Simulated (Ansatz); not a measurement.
# Sn chain started as a zigzag: period, moment and channels by functional, part 4 of 4

Aim: how far do the period, the moment and the conductance of the Sn chain started as a zigzag depend on the functional, the datasets and spin-orbit coupling, and at what cost?

Ansatz 0.2.0; DFT PBE, plane waves, PAW; relaxation of a chain's period (the session's first sound run).

So far. Step 11 (Relaxation of atoms and period, cutoff 979.61 eV): The cell's length comes to 4.625 Å, +0.0 % against the first run, with no moment. Step 12 (Relaxation of atoms and period): The cell's length comes to 4.624 Å, -0.0 % against the first run, with spin left out.

## (14) With spin-orbit coupling

This step: DFT PBE, plane waves, fully relativistic PAW; channels of a perfect chain with spin-orbit coupling (Ansatz 0.2.0).

Spin-orbit coupling mixes the spins and splits bands that cross or touch without it, so it can open or close channels. Fully relativistic datasets take the place of the scalar ones. The window is narrow, since spinor matrices are twice as large.

The input, input.yaml:

```yaml
crystal:
  lattice:
    - [9.0, 0.0, 0.0]
    - [0.0, 7.5, 0.0]
    - [0.0, 0.0, 4.6236065206]
  atoms:
    - { symbol: Sn, position: [0.416675582, 0.5, 0.0] }
    - { symbol: Sn, position: [0.583324418, 0.5, 0.5] }
kpoints:
  mp_grid: { grid: [1, 1, 18] }
  band_path: { path: ["Γ", Z], npoints: 60 }
scf:
  occupations: { method: fermi_dirac, width: 0.05 }
hamiltonian:
  xc: pbe
  pseudopotentials: { kind: paw_fr }
output:
  transmission:
    e_range: [-0.42, 0.42]
    de: 0.035
    kmesh: [1, 1]
    reduced_basis: false
    leads: [[0, 0]]
magnetization:
  noncollinear: true
  spin_orbit: true
```

Run with:

```
ansatz run input.yaml --threads 4 --pin off --max-ram 8192MiB --backend cpu --events-out ev --progress --plain --runs-dir out
```

Numbers of over 12 decimals in the logs are rounded to 6 here.

Log:

```text
[...]
non-collinear run that drives no moment, with spin-orbit: no starting moment large enough to seed its density (crystal.atoms[].spin), no starting occupations that ask for one, no magnetisation constraint and no magnetic field, so the semilocal B_xc is pinned to zero
Crystal: 2 atoms, lattice volume = 312.093 Å³
Basis set: ecut = 420 eV, 6093 PW (Γ)
Bands: 36, of which v1, the nominal top of the filled ones, is band 28 counted from 1 (27 counted from 0)
Symmetry: 8 space group operations + 8 with time reversal
[...]
k-points: 10 of 18
Projection manifold: j_resolved (fully-relativistic pseudo-atomic orbitals)
[...]
SCF iter   1: F=—  HF=-12050.778822 eV  |F-HF|=—  |Δ(HF+E_count)|=         —  Δρ=8.57e-3  dr2=4.60e-1  dr2_m=0.00e0 (ungated)  ethr=1.62e-3  |M|=0.00e0 ∫|m|=0.00e0 μB  |m|>n=0.0e0 m-floor=0.0e0 τ_xc=0.0e0  β_m=0.30  ⟨swp⟩=1.0  Hψ=1400  notcnv=0
[...]
spin=Noncollinear: Resta preconditioning applied to the charge; magnetization (m_x, m_y, m_z) channels mix plain (no charge-response kernel on spin).
SCF iter   2: F=—  HF=-12050.691903 eV  |F-HF|=—  |Δ(HF+E_count)|=   8.69e-2  Δρ=5.98e-3  dr2=2.08e-1  dr2_m=0.00e0 (ungated)  ethr=1.62e-3  |M|=0.00e0 ∫|m|=0.00e0 μB  |m|>n=0.0e0 m-floor=0.0e0 τ_xc=0.0e0  β_m=0.60  ⟨swp⟩=2.5  Hψ=246  notcnv=0  defer=2
[...]
SCF iter   7: F=-12050.631065 eV  HF=-12050.631065 eV  |F-HF|=1.02e-8  |Δ(HF+E_count)|=   1.88e-7  Δρ=3.54e-6  dr2=7.37e-8  dr2_m=0.00e0 (ungated)  ethr=3.57e-10  |M|=0.00e0 ∫|m|=0.00e0 μB  |m|>n=0.0e0 m-floor=0.0e0 τ_xc=0.0e0  ⟨swp⟩=10.2  Hψ=697  notcnv=0
SCF 1 converged in 7 iterations: F = -12050.631065 eV  dr2 = 7.37e-8
[...]
transmission: 6 of 6 steps passed
Second SCF, for the conductance: iteration 1, dr2 5.329e-6 eV
Second SCF, for the conductance: iteration 2, dr2 2.152e-6 eV
Second SCF, for the conductance: iteration 3, dr2 1.436e-8 eV
transmission: 6 of 6 steps passed
SCF converged after 7 iterations
Magnetization: |M| = 0.0000 μB,  M = (+0.0000, +0.0000, +0.0000) μB
Absolute magnetization: 0.0000 μB (∫|m|)
  site 0: m = (+0.0000, +0.0000, +0.0000) μB, |m| = 0.0000 μB  (R = 1.14 Å)
  site 1: m = (+0.0000, +0.0000, +0.0000) μB, |m| = 0.0000 μB  (R = 1.14 Å)
Free energy (F): -12050.631065 eV
[...]
Internal energy: -12050.624018 eV  (E = F + TS)
E sigma→0 (E₀):  -12050.627541 eV
Entropy (-TS):   -0.007047 eV (-3.524 meV/atom)
Fermi energy:    -1.636346 eV
[...]
--- Band table (eV; the first three rows and the last of 10) ---
  k-point 0: bands = [... 24 lower, -2.5719, -2.5719, -2.5388, -2.5388, -0.6725, -0.6725, -0.0299, -0.0299, ... 4 higher]
  k-point 1: bands = [... 24 lower, -2.6903, -2.6903, -2.5088, -2.5088, -0.6914, -0.6914, 0.1856, 0.1856, ... 4 higher]
  k-point 2: bands = [... 24 lower, -2.9177, -2.9177, -2.4431, -2.4431, -0.7392, -0.7392, 0.7026, 0.7026, ... 4 higher]
  k-point 9: bands = [... 24 lower, -2.4030, -2.4030, -2.4030, -2.4030, -0.8965, -0.8965, -0.8965, -0.8965, ... 4 higher]
--- Transmission ---
  basis      : 595 plane waves across, 6 finite elements along
  points     : 1, standing for a mesh of 1 x 1
  filling    : by a second SCF (3 iterations) under fermi_dirac of width 0.025852 eV on a mesh of 1 x 1 x 55, whose Fermi level is -1.636865 eV
[...]
crystal 0  : Sn2, at the sites [0, 0], period 4.6236 Å: whole cells are its period
[...]
filled         : 0.0 meV over the level at which it is neutral
    channels       : 0.000000e0 of both spins
[...]
slowest decay  : 0.0222 /Å at (0.0000, 0.0000)
```

It took 32 min on 4 threads of Arm Neoverse V1, shared host; peak memory 5.4 GiB.

This step gave:

```yaml
energy_at_zero_smearing: -12050.6275 eV
conductance_of_the_lead_as_this_run_defines_it: 0.1528 G₀
slowest_decay_in_the_lead_at_the_energy_nearest_the_fermi_level: 0.0222 Å⁻¹
channels_at_the_energy_nearest_the_fermi_level_both_spins: 0
band_gap: 0.1692 eV
```

Open channels of the lead, both spins against energy, zero at the Fermi level:

energy (eV), open channels of the lead, both spins and a bar:
```
   -0.420       4.00 ##############################
   -0.385       4.00 ##############################
   -0.350       4.00 ##############################
   -0.315       4.00 ##############################
   -0.280       4.00 ##############################
   -0.245       4.00 ##############################
   -0.210       4.00 ##############################
   -0.175       4.00 ##############################
   -0.140       4.00 ##############################
   -0.105       4.00 ##############################
   -0.070       0.00 
   -0.035       0.00 
    0.000       0.00 
    0.035       0.00 
    0.070       0.00 
    0.105       4.00 ##############################
    0.140       4.00 ##############################
    0.175       4.00 ##############################
    0.210       4.00 ##############################
    0.245       4.00 ##############################
    0.280       4.00 ##############################
    0.315       4.00 ##############################
    0.350       4.00 ##############################
    0.385       4.00 ##############################
    0.420       4.00 ##############################
```

The slowest values at each energy, most degenerate partners merged, listed up to 1.5 1/Å. The Im kz of the slowest decaying states by energy, zero at the Fermi level:

| energy (eV) | decay 1 (Å⁻¹) | decay 2 (Å⁻¹) | decay 3 (Å⁻¹) | decay 4 (Å⁻¹) |
| --- | --- | --- | --- | --- |
| -0.420 | 0.125 | 0.745 | 1.04 | 1.09 |
| -0.385 | 0.127 | 0.739 | 1.04 | 1.09 |
| -0.350 | 0.130 | 0.733 | 1.03 | 1.09 |
| -0.315 | 0.131 | 0.727 | 1.03 | 1.08 |
| -0.280 | 0.133 | 0.720 | 1.02 | 1.08 |
| -0.245 | 0.135 | 0.714 | 1.02 | 1.07 |
| -0.210 | 0.136 | 0.707 | 1.01 | 1.07 |
| -0.175 | 0.137 | 0.701 | 1.01 | 1.06 |
| -0.140 | 0.138 | 0.694 | 1.01 | 1.06 |
| -0.105 | 0.139 | 0.687 | 1.00 | 1.05 |
| -0.070 | 0.0123 | 0.140 | 0.680 | 0.997 |
| -0.035 | 0.0203 | 0.141 | 0.673 | 0.992 |
| 0.000 | 0.0222 | 0.142 | 0.666 | 0.987 |
| 0.035 | 0.0200 | 0.142 | 0.659 | 0.983 |
| 0.070 | 0.0119 | 0.143 | 0.651 | 0.978 |
| 0.105 | 0.143 | 0.644 | 0.973 | 1.03 |
| 0.140 | 0.143 | 0.636 | 0.968 | 1.02 |
| 0.175 | 0.143 | 0.628 | 0.963 | 1.02 |
| 0.210 | 0.143 | 0.620 | 0.959 | 1.01 |
| 0.245 | 0.143 | 0.612 | 0.954 | 1.01 |
| 0.280 | 0.143 | 0.604 | 0.949 | 1.00 |
| 0.315 | 0.143 | 0.595 | 0.944 | 0.999 |
| 0.350 | 0.142 | 0.587 | 0.939 | 0.994 |
| 0.385 | 0.142 | 0.578 | 0.934 | 0.989 |
| 0.420 | 0.141 | 0.568 | 0.929 | 0.984 |

Electronic bands along the path, in eV, zero at the Fermi level:

| point | band 25 | band 26 | band 27 | band 28 | band 29 | band 30 | band 31 | band 32 |
| --- | --- | --- | --- | --- | --- | --- | --- | --- |
| Γ | -0.94 | -0.94 | -0.90 | -0.90 | 0.96 | 0.96 | 1.61 | 1.61 |
| halfway | -1.57 | -1.57 | -0.47 | -0.47 | 0.56 | 0.56 | 2.18 | 2.18 |
| Z | -0.77 | -0.77 | -0.77 | -0.77 | 0.74 | 0.74 | 0.74 | 0.74 |

At the computed energy nearest the Fermi level there are 0 spinor channels, and the thermal average gives 0.153 G₀; the gap is 0.17 eV.

## (15) A repeat with changed settings: basis.xc_grid = 4 and scf.algorithm = "density_mixing"

This step: DFT PBE, plane waves, PAW; channels and complex bands of a perfect chain; changed: basis.xc_grid = 4, scf.algorithm = "density_mixing" (Ansatz 0.2.0).

The atoms of the run on the perfect lead (PBE) are kept and the input is varied, to see whether the result depends on it. The ELF is not written this time.

input.yaml, the sections that differ from step 14:

```yaml
scf:
  occupations: { method: fermi_dirac, width: 0.05 }
  algorithm: density_mixing
hamiltonian:
  xc: pbe
output:
  transmission:
    e_range: [-2, 2]
    de: 0.035
    kmesh: [1, 1]
    reduced_basis: true
    leads: [[0, 0]]
  dos: { projected: true, e_range: [-6, 4] }
  write_potential: true
  write_density: true
  volumetric_format: npy
basis:
  xc_grid: 4
# crystal, kpoints: as in step 14
# magnetization: removed
```

Log:

```text
[...]
Crystal: 2 atoms, lattice volume = 312.093 Å³
Basis set: ecut = 420 eV, 6093 PW (Γ), exchange–correlation on 256×216×128 points (64 copies of the dense FFT grid, shifted against one another)
Bands: 18, of which v1, the nominal top of the filled ones, is band 14 counted from 1 (13 counted from 0)
Symmetry: 8 space group operations
[...]
k-points: 10 of 18
[...]
SCF iter   1: F=—  HF=-12046.299585 eV  |F-HF|=—  |Δ(HF+E_count)|=         —  Δρ=9.19e-4  dr2=6.07e-3  ethr=1.77e-3  ⟨swp⟩=7.2  Hψ=1037  notcnv=0
[...]
SCF iter   6: F=-12046.300964 eV  HF=-12046.300964 eV  |F-HF|=2.08e-9  |Δ(HF+E_count)|=   3.00e-8  Δρ=3.20e-6  dr2=3.42e-8  ethr=3.57e-10  ⟨swp⟩=5.4  Hψ=717  notcnv=0
SCF 1 converged in 6 iterations: F = -12046.300964 eV  dr2 = 3.42e-8
[...]
transmission: 6 of 36 steps passed
transmission: 12 of 36 steps passed
[...]
transmission: 36 of 36 steps passed
[...]
SCF converged after 6 iterations
Free energy (F): -12046.300964 eV
[...]
Internal energy: -12046.291087 eV  (E = F + TS)
E sigma→0 (E₀):  -12046.296026 eV
Entropy (-TS):   -0.009877 eV (-4.939 meV/atom)
Fermi energy:    -1.633043 eV
[...]
--- Band table (eV; the first three rows and the last of 10) ---
  k-point 0: bands = [... 10 lower, -10.1439, -5.5645, -2.5370, -2.5308, -0.6777, -0.0340, 1.0324, 1.7489]
  k-point 1: bands = [... 10 lower, -10.1217, -5.6077, -2.6519, -2.5093, -0.6886, 0.1812, 1.0124, 1.7462]
  k-point 2: bands = [... 10 lower, -10.0549, -5.7432, -2.8859, -2.4450, -0.7276, 0.7200, 0.9482, 1.7258]
  k-point 9: bands = [... 10 lower, -8.3784, -8.3784, -2.3831, -2.3831, -0.9087, -0.9087, 2.3781, 2.3781]
--- Transmission ---
  basis      : 595 plane waves across, 6 finite elements along
  points     : 1, standing for a mesh of 1 x 1
[...]
crystal 0  : Sn2, at the sites [0, 0], period 4.6236 Å: whole cells are its period
[...]
filled         : 0.9 meV under the level at which it is neutral
    channels       : 2.000000e0 a spin
[...]
```

It took 24 s on 4 threads; peak memory 0.89 GiB; 85 s of CPU time.

Numbers from this step:

* energy at zero smearing: -12046.2960 eV
* conductance of the lead as this run defines it: 2.000 G₀
* band gap: 0 eV

Table of open channels of the lead, one spin by energy, zero at the Fermi level:

| energy (eV) | open channels of the lead, one spin |
| --- | --- |
| -1.615 | 0 |
| -1.405 | 2 |
| -1.195 | 2 |
| -0.985 | 2 |
| -0.810 | 2 |
| -0.600 | 2 |
| -0.390 | 2 |
| -0.215 | 2 |
| -0.005 | 2 |
| 0.205 | 2 |
| 0.415 | 2 |
| 0.590 | 2 |
| 0.800 | 2 |
| 1.010 | 1 |
| 1.185 | 1 |
| 1.395 | 1 |
| 1.605 | 2 |
| 1.815 | 2 |

It took 24 s against 23 s for the run it varies, and the conductance is 2.00 G₀ against 2.00 G₀.

The channels at the energy nearest the Fermi level, one spin and conductance of the lead as this run defines it stay within 0.2 % plus 0.001 of the run it varies.

## (16) Results

```yaml
cell_length_pbe: 4.624 Å
cell_length_r2scan: 4.577 Å
cell_length_rpbe: 4.686 Å
cell_length_lda: 4.512 Å
cell_length_pbe_nc_files: 4.625 Å
cell_length_pbe_no_spin: 4.624 Å
conductance_pbe: 2.00 G₀
conductance_r2scan: 2.00 G₀
conductance_rpbe: 2.00 G₀
conductance_lda: 2.00 G₀
conductance_with_spin_orbit_coupling: 0.153 G₀
gap_with_spin_orbit_coupling: 0.169 eV
```

What this shows: Under PBE the cell's length is 4.62 Å, no moment survives, and it is a metal with 2 channels a spin next to the Fermi level, 2.00 G₀ at 300 K. That holds only without spin-orbit coupling. Spin-orbit coupling opens a gap of 0.17 eV, so the channels found without it at the Fermi level close. The cell's length spans 3.9 % over the functionals, shortest under LDA and longest under RPBE. A perfect wire passes every open channel, so the conductance counts half a G₀ for each forward-moving state at the Fermi level, spin by spin. At the relaxed period it forms two rows 1.50 Å apart, with 2.76 Å between atoms of unlike rows and 4.62 Å along a row: a zigzag. Transport is coherent and elastic here: the atoms are frozen, so scattering by vibrations plays no part.

[Logs are printed without paths, hosts, clocks, repeated set-up lines and the standing remarks that a program may print on its own settings, such as how far it seeks lower states.]

[Hosts, paths, dates, database ids (printed as entryN), source tags and the programs' standing remarks are cut or masked in the printed files.]
